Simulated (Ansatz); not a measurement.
# What LiGeF3 (model cell, started as cubic perovskite with Ge in the octahedra) distorts into, part 2 of 2

Aim: this structure of LiGeF3 (model cell, started as cubic perovskite with Ge in the octahedra) is to be tested for unstable modes, and one is followed downhill.

Ansatz 0.2.0; DFT r2SCAN, scalar-relativistic, plane waves, PAW; PAW set soft_1.

So far. Step 5 (Energy along the mode, all amplitudes (two of the runs …): The lowest of the steps tried is at 0.32 Å, 72.2 meV/atom below the parent; the bottom of the well need not coincide with a step. Step 7 (The new phase in its own primitive cell): The largest force component left is 0.61 meV/Å and the pressure is 0.000 GPa, within the tolerances set. The cell now holds 15.53 Å³/atom. The relaxed cell has a = 7.154, c = 5.255 Å (conventional setting).

The structure was built from a prototype and need not be the compound's stable phase.

### 8. Modes of the new phase, k-mesh 6×6×6

A relaxed structure may still be a saddle point, so its zone-centre modes are computed. The response to a homogeneous field gives the Born charges and the dielectric tensor.

Input file input.yaml:

```yaml
crystal:
  lattice:
    - [3.57721705, 2.0653072268, 1.7515823546]
    - [-3.57721705, 2.0653072268, 1.7515823546]
    - [0.0, -4.1306144536, 1.7515823546]
  atoms:
    - { symbol: Li, position: [0.0569594284, 0.0569594284, 0.0569594284] }
    - { symbol: Ge, position: [0.5380575081, 0.5380575081, 0.5380575081] }
    - { symbol: F, position: [0.4282146678, 0.082015222, 0.4282146678] }
    - { symbol: F, position: [0.082015222, 0.4282146678, 0.4282146678] }
    - { symbol: F, position: [0.4282146678, 0.4282146678, 0.082015222] }
kpoints:
  mp_grid: { grid: [6, 6, 6] }
hamiltonian:
  xc: r2scan
  pseudopotentials: { kind: paw, azcp: { folder: soft_1 } }
scf:
  occupations: { method: fixed }
output:
  eigenvalues: true
phonons:
  method: dfpt
  dielectric: true
  rigid_motions: translations
```

On the command line:

```bash
$ ansatz run input.yaml --threads 8 --pin off --max-ram 16384MiB --backend cpu --events-out ev --progress --plain --runs-dir out
```

Elapsed: 1.9 min, on 8 threads of AMD EPYC 7B13 (Zen 3), shared host; peak memory 10 GiB.

This step gave:

```yaml
sum_rule_residual_before_enforcement: 3.66e-4 eV/Å²
miss_of_the_charge_sum_rule: 3.10e-5 e
point_group: 3m
highest_optical_mode_at_the_zone_centre_no_lo_to_term: 551.5 cm⁻¹
lowest_optical_zone_centre_mode: 129.0 cm⁻¹
mean_high_frequency_dielectric_constant: 2.293
largest_born_charge_third_of_the_trace: 2.388 e
mean_static_dielectric_constant: 4.811
top_of_the_zone_centre_spectrum_with_the_field: 594.0 cm⁻¹
```

Without the LO-TO term. Patterns of degenerate modes are one choice out of their space. The modes at Γ (shares of kinetic energy by element, %):

| mode | frequency (cm⁻¹) | symmetry | Li % | Ge % | F % |
| --- | --- | --- | --- | --- | --- |
| 1 | 0.0 | acoustic | 5 | 53 | 42 |
| 2 | 0.0 | acoustic | 5 | 53 | 42 |
| 3 | 0.0 | acoustic | 5 | 53 | 42 |
| 4 | 129.0 | A2 | 0 | 0 | 100 |
| 5 | 135.0 | E | 42 | 23 | 35 |
| 6 | 135.0 | E | 42 | 23 | 35 |
| 7 | 215.2 | E | 48 | 0 | 52 |
| 8 | 215.2 | E | 48 | 0 | 52 |
| 9 | 257.9 | E | 2 | 13 | 85 |
| 10 | 257.9 | E | 2 | 13 | 85 |
| 11 | 352.3 | A1 | 7 | 25 | 67 |
| 12 | 435.2 | E | 3 | 11 | 86 |
| 13 | 435.2 | E | 3 | 11 | 86 |
| 14 | 456.9 | A1 | 64 | 1 | 35 |
| 15 | 551.5 | A1 | 24 | 20 | 56 |

Displacements in mode 4 (129.0 cm⁻¹), the largest set to 1:
```
Li1  0.00  0.00  0.00
Ge2  0.00  0.00  0.00
F3  -0.50 -0.87  0.00
F4  -0.50  0.87  0.00
F5   1.00  0.00  0.00
```

Displacements in mode 11 (352.3 cm⁻¹), the largest set to 1:
```
Li1  0.00  0.00  1.00
Ge2  0.00  0.00  0.58
F3  -0.55  0.32 -0.86
F4   0.55  0.32 -0.86
F5   0.00 -0.64 -0.86
```

Optical modes at the zone centre, without and with the macroscopic field of the longitudinal modes; each column is sorted by frequency, so a row need not hold one and the same mode. Modes with and without the field, by row:

```
rank among optical modes  no field (cm⁻¹)  q along (1, 0, 0) (cm⁻¹)  q along (0, 0, 1) (cm⁻¹)
                       1              129                       129                       129
                       2              135                       135                       135
                       3              135                     135.1                       135
                       4            215.2                     215.2                     215.2
                       5            215.2                     228.4                     215.2
                       6            257.9                     257.9                     257.9
                       7            257.9                     284.2                     257.9
                       8            352.3                     352.3                     386.9
                       9            435.2                     435.2                     435.2
                      10            435.2                     456.9                     435.2
                      11            456.9                     548.5                       538
                      12            551.5                     551.5                       594
```

Born charge (rows field, columns displacement) (e), principal values of the symmetric part by kind of site:

| atom | atoms with these values | low | middle | high | mean |
| --- | --- | --- | --- | --- | --- |
| Li1 | 1 | 0.86 | 0.86 | 1.30 | 1.01 |
| Ge2 | 1 | 2.18 | 2.49 | 2.49 | 2.39 |
| F3 | 3 | -2.05 | -0.76 | -0.59 | -1.13 |

In full for F3:

```
-1.39  0.46  0.64
 0.46 -0.85 -0.37
 0.40 -0.23 -1.16
```

High-frequency dielectric tensor:

```
2.30 0.00 0.00
0.00 2.30 0.00
0.00 0.00 2.27
```

Static dielectric tensor (ions relaxed, fixed cell):

```
5.01 0.00 0.00
0.00 5.01 0.00
0.00 0.00 4.41
```

Transverse modes. Infrared lines, with heights relative to the strongest:

```
position (cm⁻¹)  label  relative intensity
            129     A2                 0.0
            135      E                 0.1
            215      E                  19
            258      E                  20
            352     A1                  33
            435      E                 100
            457     A1                  44
            552     A1                 3.4
```

Before it was imposed, the acoustic sum rule was missed by 3.7e-4 eV/Å² and the charge sum rule by 3.1e-5 e. Small misses are needed for a sound result but don't prove that mesh and cutoff are converged. The lowest optical mode is real, 129 cm⁻¹.

### 9. Summary of results

- unstable mode of the parent: q = (0, 0, 0), 308i cm⁻¹
- depth at the lowest point sampled: 72.2 meV/atom
- largest atomic shift at that point: 0.32 Å
- space group reached (within 0.01 Å): R3m
- energy gained over the parent (first relaxation, on the mesh of the frozen mode): 363 meV/atom
- volume per atom, phase reached: 15.5 Å³
- gap on the k-mesh, phase reached: 5.72 eV
- lowest optical zone-centre mode, phase reached: 129 cm⁻¹
- highest optical mode at the zone centre (no LO-TO term), phase reached: 552 cm⁻¹

In words: Along this mode the structure falls into R3m, 363 meV/atom below the parent. At the parent's cell the well is 72.20 meV/atom deep on the steps tried, with its lowest point at a shift of 0.32 Å. Relaxing atoms and cell changes the gain by +291.14 meV/atom against the lowest step (energies at zero smearing). Most of the total comes from this relaxation. The new phase has no imaginary mode at the zone centre of its cell; other wavevectors were not checked. Of the 6 patterns followed to their end from this parent, this one reaches the lowest energy. Each path keeps the symmetry of its pattern, so a lower phase may lie along a pattern not tried. The q mesh stands for a supercell only 8.7 Å across, so branches between the solved wavevectors are rough. The starting cell was built on a prototype and not taken from a measurement, so the phase need not exist.

[Logs are printed without paths, hosts, clocks, repeated set-up lines and the standing remarks that a program may print on its own settings, such as how far it seeks lower states.]

[Hosts, paths, dates, database ids (printed as entryN), source tags and the programs' standing remarks are cut or masked in the printed files.]
